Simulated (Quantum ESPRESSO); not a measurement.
# KCo2As2: which magnetic order is lowest

Aim: find out which collinear order of KCo2As2 costs least.

Calculated with Quantum ESPRESSO 7.5; PBEsol; plane waves with GBRV 1.5 PBEsol potentials, no spin-orbit coupling.

### Step 1. Starting point

The structure is tetragonal, space group I4/mmm (No. 139). Conventional cell: a = 3.740 Å, b = 3.740 Å, c = 13.640 Å, α = 90.00°, β = 90.00°, γ = 90.00°. Nearest to K lie 8 As at 3.37 Å and 4 K at 3.74 Å. Nearest to Co lie 4 As at 2.29 Å. As has 4 Co at 2.29 Å and 4 K at 3.37 Å nearest. Farther neighbours are not listed.

The cell comes from Materials Project 2023-11-01, a database of computed structures, and need not be the stable phase.

### Step 2. Run 1, typed as ferro ++

The signs are those of the starting moments on the seeded atoms, the atoms that are given a moment.

pw.in reads:

```
&CONTROL
  calculation = 'scf'
  prefix = 'pwscf'
  outdir = './tmp'
  pseudo_dir = './pseudo'
  disk_io = 'nowf'
/
&SYSTEM
  ibrav = 0
  nat = 5
  ntyp = 3
  ecutwfc = 40
  ecutrho = 280
  nbnd = 38
  occupations = 'smearing'
  smearing = 'fd'
  degauss = 0.00734986
  nspin = 2
  starting_magnetization(1) = 0
  starting_magnetization(2) = 0.1176
  starting_magnetization(3) = 0
/
&ELECTRONS
  conv_thr = 1d-08
  electron_maxstep = 150
  mixing_beta = 0.3
/
ATOMIC_SPECIES
K      39.0983 k_pbesol_v1.4.uspp.F.UPF
Co     58.9332 co_pbesol_v1.2.uspp.F.UPF
As     74.9216 as_pbesol_v1.uspp.F.UPF
CELL_PARAMETERS angstrom
  -1.8699690938    1.8699690938    6.8199068568
   1.8699690938   -1.8699690938    6.8199068568
   1.8699690938    1.8699690938   -6.8199068568
ATOMIC_POSITIONS crystal
K       0.0000000000    0.0000000000    0.0000000000
Co      0.7500000000    0.2500000000    0.5000000000
Co      0.2500000000    0.7500000000    0.5000000000
As      0.3465498600    0.3465498600    0.0000000000
As      0.6534501400    0.6534501400    0.0000000000
K_POINTS automatic
10 10 10 0 0 0
```

Started as:

```bash
$ OMP_NUM_THREADS=1 mpirun -n 4 pw.x -nk 4 -in pw.in > pw.out
```

The log of the run:

```text
Program PWSCF v.7.5 starts

     Message from routine setup:
     using ibrav=0 with symmetry is DISCOURAGED, use correct ibrav instead

     K-points division:     npool     =       4
     Subspace diagonalization in iterative solution of the eigenvalue problem:

     G-vector sticks info
     --------------------
     sticks:   dense  smooth     PW     G-vecs:    dense   smooth      PW
     Sum        2863    1631    583                50965    21991    4783

     Using Slab Decomposition

     bravais-lattice index     =            0
     lattice parameter (alat)  =      13.8228  a.u.
     unit-cell volume          =     643.7302 (a.u.)^3
     number of atoms/cell      =            5
     number of atomic types    =            3
     number of electrons       =        53.00
     number of Kohn-Sham states=           38
     kinetic-energy cutoff     =      40.0000  Ry
     charge density cutoff     =     280.0000  Ry
     scf convergence threshold =      1.0E-08
     mixing beta               =       0.3000
     number of iterations used =            8  plain     mixing
     Exchange-correlation= SLA  PW   PSX  PSC
                           (   1   4  10   8   0   0   0)

     celldm(1)=  13.822762  celldm(2)=   0.000000  celldm(3)=   0.000000
     celldm(4)=   0.000000  celldm(5)=   0.000000  celldm(6)=   0.000000

     crystal axes: (cart. coord. in units of alat)
               a(1) = (  -0.255646   0.255646   0.932358 )
               a(2) = (   0.255646  -0.255646   0.932358 )
               a(3) = (   0.255646   0.255646  -0.932358 )

     reciprocal axes: (cart. coord. in units 2 pi/alat)
               b(1) = ( -0.000000  1.955832  0.536275 )
               b(2) = (  1.955832 -0.000000  0.536275 )
               b(3) = (  1.955832  1.955832  0.000000 )

     PseudoPot. # 1 for K  read from file:
     k_pbesol_v1.4.uspp.F.UPF
     Pseudo is Ultrasoft + core correction, Zval =  9.0
     Generated by new atomic code, or converted to UPF format
     Using radial grid of  841 points,  6 beta functions with:
                l(1) =   0
                l(2) =   0
                l(3) =   1
                l(4) =   1
                l(5) =   2
                l(6) =   2
     Q(r) pseudized with  6 coefficients,  rinner =    1.500   1.500   1.500
                                                       1.500   1.500

     PseudoPot. # 2 for Co read from file:
     co_pbesol_v1.2.uspp.F.UPF
     Pseudo is Ultrasoft + core correction, Zval = 17.0
     Generated by new atomic code, or converted to UPF format
     Using radial grid of  863 points,  6 beta functions with:
                l(1) =   0
                l(2) =   0
                l(3) =   1
                l(4) =   1
                l(5) =   2
                l(6) =   2
     Q(r) pseudized with  8 coefficients,  rinner =    1.200   1.200   1.200
                                                       1.200   1.200

     PseudoPot. # 3 for As read from file:
     as_pbesol_v1.uspp.F.UPF
     Pseudo is Ultrasoft + core correction, Zval =  5.0
     Generated by new atomic code, or converted to UPF format
     Using radial grid of  875 points,  6 beta functions with:
                l(1) =   0
                l(2) =   0
                l(3) =   1
                l(4) =   1
                l(5) =   2
                l(6) =   2
     Q(r) pseudized with  8 coefficients,  rinner =    1.300   1.300   1.300
                                                       1.300   1.300

     atomic species   valence    mass     pseudopotential
     K                 9.00    39.09830     K ( 1.00)
     Co               17.00    58.93320     Co( 1.00)
     As                5.00    74.92160     As( 1.00)

     Starting magnetic structure
     atomic species   magnetization
     K               0.000
     Co              0.118
     As              0.000

     16 Sym. Ops., with inversion, found

   Cartesian axes

     site n.     atom                  positions (alat units)
         1        K      tau(   1) = (   0.0000000   0.0000000   0.0000000  )
         2        Co     tau(   2) = (   0.0000000   0.2556457   0.4661788  )
         3        Co     tau(   3) = (   0.2556457   0.0000000   0.4661788  )
         4        As     tau(   4) = (   0.0000000   0.0000000   0.6462167  )
         5        As     tau(   5) = (  -0.0000000  -0.0000000   1.2184983  )

     number of k points=   102  Fermi-Dirac smearing, width (Ry)=  0.0073

     Number of k-points >= 100: set verbosity='high' to print them.

     Dense  grid:    50965 G-vectors     FFT dimensions: (  75,  75,  75)

     Smooth grid:    21991 G-vectors     FFT dimensions: (  60,  60,  60)

     Check: negative core charge=   -0.000012
     Generating pointlists ...
     new r_m :   0.1902 (alat units)  2.6290 (a.u.) for type    1
     new r_m :   0.1290 (alat units)  1.7829 (a.u.) for type    2
     new r_m :   0.1290 (alat units)  1.7829 (a.u.) for type    3

     Initial potential from superposition of free atoms

     starting charge      50.4959, renormalised to      53.0000
     Starting wfcs are   42 randomized atomic wfcs

     Self-consistent Calculation

     iteration #  1     ecut=    40.00 Ry     beta= 0.30
     Davidson diagonalization with overlap
     ethr =  1.00E-02,  avg # of iterations =  6.4

     total energy              =    -720.64609082 Ry
     estimated scf accuracy    <      34.98847170 Ry

     total magnetization       =     1.98 Bohr mag/cell
     absolute magnetization    =     2.33 Bohr mag/cell

     iteration #  2     ecut=    40.00 Ry     beta= 0.30
     Davidson diagonalization with overlap
     ethr =  1.00E-02,  avg # of iterations =  3.6

     total energy              =    -732.30451864 Ry
     estimated scf accuracy    <      38.01972162 Ry

     total magnetization       =     0.23 Bohr mag/cell
     absolute magnetization    =     0.27 Bohr mag/cell

     iteration #  3     ecut=    40.00 Ry     beta= 0.30
     Davidson diagonalization with overlap
     ethr =  1.00E-02,  avg # of iterations =  2.0

     total energy              =    -732.11860588 Ry
     estimated scf accuracy    <       6.28718259 Ry

     total magnetization       =     0.52 Bohr mag/cell
     absolute magnetization    =     0.74 Bohr mag/cell

     [... further iterations left out ...]

     iteration # 16     ecut=    40.00 Ry     beta= 0.30
     Davidson diagonalization with overlap
     ethr =  3.51E-09,  avg # of iterations =  2.0

     total energy              =    -733.56975593 Ry
     estimated scf accuracy    <       0.00000120 Ry

     total magnetization       =     0.00 Bohr mag/cell
     absolute magnetization    =     0.00 Bohr mag/cell

     iteration # 17     ecut=    40.00 Ry     beta= 0.30
     Davidson diagonalization with overlap
     ethr =  2.26E-09,  avg # of iterations =  1.5

     total energy              =    -733.56975613 Ry
     estimated scf accuracy    <       0.00000002 Ry

     total magnetization       =     0.00 Bohr mag/cell
     absolute magnetization    =     0.00 Bohr mag/cell

     iteration # 18     ecut=    40.00 Ry     beta= 0.30
     Davidson diagonalization with overlap
     ethr =  2.96E-11,  avg # of iterations =  8.3

     total energy              =    -733.56975616 Ry
     estimated scf accuracy    <       0.00000002 Ry

     total magnetization       =     0.00 Bohr mag/cell
     absolute magnetization    =     0.00 Bohr mag/cell

     iteration # 19     ecut=    40.00 Ry     beta= 0.30
     Davidson diagonalization with overlap
     ethr =  2.96E-11,  avg # of iterations =  1.6

     Magnetic moment per site  (integrated on atomic sphere of radius R)
     atom   1 (R=0.190)  charge=  8.0603  magn=  0.0000
     atom   2 (R=0.129)  charge= 15.2300  magn= -0.0000
     atom   3 (R=0.129)  charge= 15.2300  magn= -0.0000
     atom   4 (R=0.129)  charge=  2.3401  magn=  0.0000
     atom   5 (R=0.129)  charge=  2.3401  magn=  0.0000

     End of self-consistent calculation

     Number of k-points >= 100: set verbosity='high' to print the bands.

     the Fermi energy is     9.3530 ev

!    total energy              =    -733.56975617 Ry
     estimated scf accuracy    <          5.8E-10 Ry
     smearing contrib. (-TS)   =      -0.00557768 Ry
     internal energy E=F+TS    =    -733.56417848 Ry

     The total energy is F=E-TS. E is the sum of the following terms:
     one-electron contribution =    -677.91631369 Ry
     hartree contribution      =     358.72449354 Ry
     xc contribution           =    -136.40938100 Ry
     ewald contribution        =    -277.96297733 Ry

     total magnetization       =    -0.00 Bohr mag/cell
     absolute magnetization    =     0.00 Bohr mag/cell

     convergence has been achieved in  19 iterations

=------------------------------------------------------------------------------=
   JOB DONE.
=------------------------------------------------------------------------------=
```

The job ended after 6.9 min (4 MPI ranks of Intel Xeon Platinum 8488C (Sapphire Rapids), shared host; peak memory 1.1 GiB; 27 min of CPU time).

The spin moment in the atom's sphere vanishes on all atoms.

Numbers from this step:

```yaml
smearing_term_ts: 0.07589 eV
magnetization: 0 μB
absolute_magnetization: 0 μB
final_state: non-magnetic
```

### Step 3. Run 2, typed as antiferro q=(0,0,1/2) +−+−

This order needs a doubled cell of 10 atoms. The wavevector q is in fractions of the reciprocal vectors of the crystal's primitive cell, as the cells of these inputs are built from it; moments change sign between cells as cos(2π q·R).

pw.in reads:

```
&CONTROL
  calculation = 'scf'
  prefix = 'pwscf'
  outdir = './tmp'
  pseudo_dir = './pseudo'
  disk_io = 'nowf'
/
&SYSTEM
  ibrav = 0
  nat = 10
  ntyp = 4
  ecutwfc = 40
  ecutrho = 280
  nbnd = 68
  occupations = 'smearing'
  smearing = 'fd'
  degauss = 0.00734986
  nspin = 2
  starting_magnetization(1) = 0
  starting_magnetization(2) = 0.1176
  starting_magnetization(3) = -0.1176
  starting_magnetization(4) = 0
/
&ELECTRONS
  conv_thr = 2d-08
  electron_maxstep = 150
  mixing_beta = 0.3
/
ATOMIC_SPECIES
K      39.0983 k_pbesol_v1.4.uspp.F.UPF
Co1    58.9332 co_pbesol_v1.2.uspp.F.UPF
Co2    58.9332 co_pbesol_v1.2.uspp.F.UPF
As     74.9216 as_pbesol_v1.uspp.F.UPF
CELL_PARAMETERS angstrom
  -1.8699690938    1.8699690938    6.8199068568
   1.8699690938   -1.8699690938    6.8199068568
   3.7399381876    3.7399381876  -13.6398137136
ATOMIC_POSITIONS crystal
K       0.0000000000    0.0000000000    0.0000000000
K       0.0000000000    0.0000000000    0.5000000000
Co1     0.7500000000    0.2500000000    0.2500000000
Co2     0.7500000000    0.2500000000    0.7500000000
Co1     0.2500000000    0.7500000000    0.2500000000
Co2     0.2500000000    0.7500000000    0.7500000000
As      0.3465498600    0.3465498600    0.0000000000
As      0.3465498600    0.3465498600    0.5000000000
As      0.6534501400    0.6534501400    0.0000000000
As      0.6534501400    0.6534501400    0.5000000000
K_POINTS automatic
10 10 5 0 0 0
```

The log of the run:

```text
[banner, memory and clock lines left out]
Program PWSCF v.7.5 starts

     Message from routine setup:
     using ibrav=0 with symmetry is DISCOURAGED, use correct ibrav instead

     bravais-lattice index     =            0
     lattice parameter (alat)  =      13.8228  a.u.
     unit-cell volume          =    1287.4604 (a.u.)^3
     number of atoms/cell      =           10
     number of atomic types    =            4
     number of electrons       =       106.00
     number of Kohn-Sham states=           68
     kinetic-energy cutoff     =      40.0000  Ry
     charge density cutoff     =     280.0000  Ry
     scf convergence threshold =      2.0E-08
     mixing beta               =       0.3000
     number of iterations used =            8  plain     mixing
     Exchange-correlation= SLA  PW   PSX  PSC
                           (   1   4  10   8   0   0   0)

     celldm(1)=  13.822762  celldm(2)=   0.000000  celldm(3)=   0.000000
     celldm(4)=   0.000000  celldm(5)=   0.000000  celldm(6)=   0.000000

     crystal axes: (cart. coord. in units of alat)
               a(1) = (  -0.255646   0.255646   0.932358 )
               a(2) = (   0.255646  -0.255646   0.932358 )
               a(3) = (   0.511291   0.511291  -1.864715 )

     reciprocal axes: (cart. coord. in units 2 pi/alat)
               b(1) = ( -0.000000  1.955832  0.536275 )
               b(2) = (  1.955832 -0.000000  0.536275 )
               b(3) = (  0.977916  0.977916  0.000000 )

     PseudoPot. # 1 for K  read from file:
     k_pbesol_v1.4.uspp.F.UPF
     Pseudo is Ultrasoft + core correction, Zval =  9.0

     PseudoPot. # 2 for Co read from file:
     co_pbesol_v1.2.uspp.F.UPF
     Pseudo is Ultrasoft + core correction, Zval = 17.0

     PseudoPot. # 3 for Co read from file:
     co_pbesol_v1.2.uspp.F.UPF
     Pseudo is Ultrasoft + core correction, Zval = 17.0

     PseudoPot. # 4 for As read from file:
     as_pbesol_v1.uspp.F.UPF
     Pseudo is Ultrasoft + core correction, Zval =  5.0

     atomic species   valence    mass     pseudopotential
     K                 9.00    39.09830     K ( 1.00)
     Co1              17.00    58.93320     Co( 1.00)
     Co2              17.00    58.93320     Co( 1.00)
     As                5.00    74.92160     As( 1.00)

     Starting magnetic structure
     atomic species   magnetization
     K               0.000
     Co1             0.118
     Co2            -0.118
     As              0.000

      8 Sym. Ops., with inversion, found ( 4 have fractional translation)

   Cartesian axes

     site n.     atom                  positions (alat units)
         1        K      tau(   1) = (   0.0000000   0.0000000   0.0000000  )
         2        K      tau(   2) = (   0.2556457   0.2556457  -0.9323575  )
         3        Co1    tau(   3) = (   0.0000000   0.2556457   0.4661788  )
         4        Co2    tau(   4) = (   0.2556457   0.5112914  -0.4661788  )
         5        Co1    tau(   5) = (   0.2556457   0.0000000   0.4661788  )
         6        Co2    tau(   6) = (   0.5112914   0.2556457  -0.4661788  )
         7        As     tau(   7) = (   0.0000000   0.0000000   0.6462167  )
         8        As     tau(   8) = (   0.2556457   0.2556457  -0.2861408  )
         9        As     tau(   9) = (   0.0000000   0.0000000   1.2184983  )
        10        As     tau(  10) = (   0.2556457   0.2556457   0.2861408  )

     number of k points=    93  Fermi-Dirac smearing, width (Ry)=  0.0073
                       cart. coord. in units 2pi/alat
        k(    1) = (   0.0000000   0.0000000   0.0000000), wk =   0.0020000
        k(    2) = (   0.1955832   0.1955832   0.0000000), wk =   0.0040000
        k(    3) = (   0.3911664   0.3911664   0.0000000), wk =   0.0040000
        k(    4) = (   0.1955832  -0.0000000   0.0536275), wk =   0.0160000
        k(    5) = (   0.3911664   0.1955832   0.0536275), wk =   0.0160000
        [... 88 further k-points ...]

     Dense  grid:   101887 G-vectors     FFT dimensions: (  75,  75, 150)

     Smooth grid:    44003 G-vectors     FFT dimensions: (  60,  60, 120)

     Check: negative core charge=   -0.000012
     Generating pointlists ...
     new r_m :   0.1902 (alat units)  2.6290 (a.u.) for type    1
     new r_m :   0.1290 (alat units)  1.7829 (a.u.) for type    2
     new r_m :   0.1290 (alat units)  1.7829 (a.u.) for type    3
     new r_m :   0.1290 (alat units)  1.7829 (a.u.) for type    4

     Initial potential from superposition of free atoms

     starting charge     100.9917, renormalised to     106.0000
     Starting wfcs are   84 randomized atomic wfcs

     Self-consistent Calculation

     iteration #  1     ecut=    40.00 Ry     beta= 0.30
     Davidson diagonalization with overlap
     ethr =  1.00E-02,  avg # of iterations =  5.0

     total energy              =   -1442.23985386 Ry
     estimated scf accuracy    <      67.99108583 Ry

     total magnetization       =     0.01 Bohr mag/cell
     absolute magnetization    =     4.44 Bohr mag/cell

     iteration #  2     ecut=    40.00 Ry     beta= 0.30
     Davidson diagonalization with overlap
     ethr =  1.00E-02,  avg # of iterations =  4.1

     total energy              =   -1464.45943378 Ry
     estimated scf accuracy    <      74.15879907 Ry

     total magnetization       =     0.01 Bohr mag/cell
     absolute magnetization    =     0.41 Bohr mag/cell

     [... further iterations left out ...]

     iteration # 21     ecut=    40.00 Ry     beta= 0.30
     Davidson diagonalization with overlap
     ethr =  8.57E-11,  avg # of iterations =  6.5

     total energy              =   -1467.13951232 Ry
     estimated scf accuracy    <       0.00000003 Ry

     total magnetization       =     0.00 Bohr mag/cell
     absolute magnetization    =     0.00 Bohr mag/cell

     iteration # 22     ecut=    40.00 Ry     beta= 0.30
     Davidson diagonalization with overlap
     ethr =  2.87E-11,  avg # of iterations =  3.1

     Magnetic moment per site  (integrated on atomic sphere of radius R)
     atom   1 (R=0.190)  charge=  8.0603  magn=  0.0000
     atom   2 (R=0.190)  charge=  8.0603  magn=  0.0000
     atom   3 (R=0.129)  charge= 15.2300  magn=  0.0005
     atom   4 (R=0.129)  charge= 15.2300  magn= -0.0004
     atom   5 (R=0.129)  charge= 15.2300  magn=  0.0005
     atom   6 (R=0.129)  charge= 15.2300  magn= -0.0004
     atom   7 (R=0.129)  charge=  2.3401  magn= -0.0000
     atom   8 (R=0.129)  charge=  2.3401  magn= -0.0000
     atom   9 (R=0.129)  charge=  2.3401  magn= -0.0000
     atom  10 (R=0.129)  charge=  2.3401  magn= -0.0000

     End of self-consistent calculation

     Number of k-points >= 100: set verbosity='high' to print the bands.

     the Fermi energy is     9.3530 ev

!    total energy              =   -1467.13951233 Ry
     estimated scf accuracy    <          7.0E-09 Ry
     smearing contrib. (-TS)   =      -0.01115536 Ry
     internal energy E=F+TS    =   -1467.12835697 Ry

     The total energy is F=E-TS. E is the sum of the following terms:
     one-electron contribution =   -1355.83229182 Ry
     hartree contribution      =     717.44860348 Ry
     xc contribution           =    -272.81871396 Ry
     ewald contribution        =    -555.92595467 Ry

     total magnetization       =     0.00 Bohr mag/cell
     absolute magnetization    =     0.00 Bohr mag/cell

     convergence has been achieved in  22 iterations
```

Run time: 29 min. Hardware: 4 MPI ranks; peak memory 2.3 GiB.

[end of part 1 of 2]

[Logs and program files are shortened in this print: banners, set-up blocks, solver, clock and traceback lines can be left out without a mark of their own.]

[Logs are printed without paths, hosts, clocks, repeated set-up lines and the standing remarks that a program may print on its own settings, such as how far it seeks lower states.]

[Hosts, paths, dates, database ids (printed as entryN), source tags and the programs' standing remarks are cut or masked in the printed files.]

[Where a cell is said to come from a database of computed structures, the database is the Materials Project.]
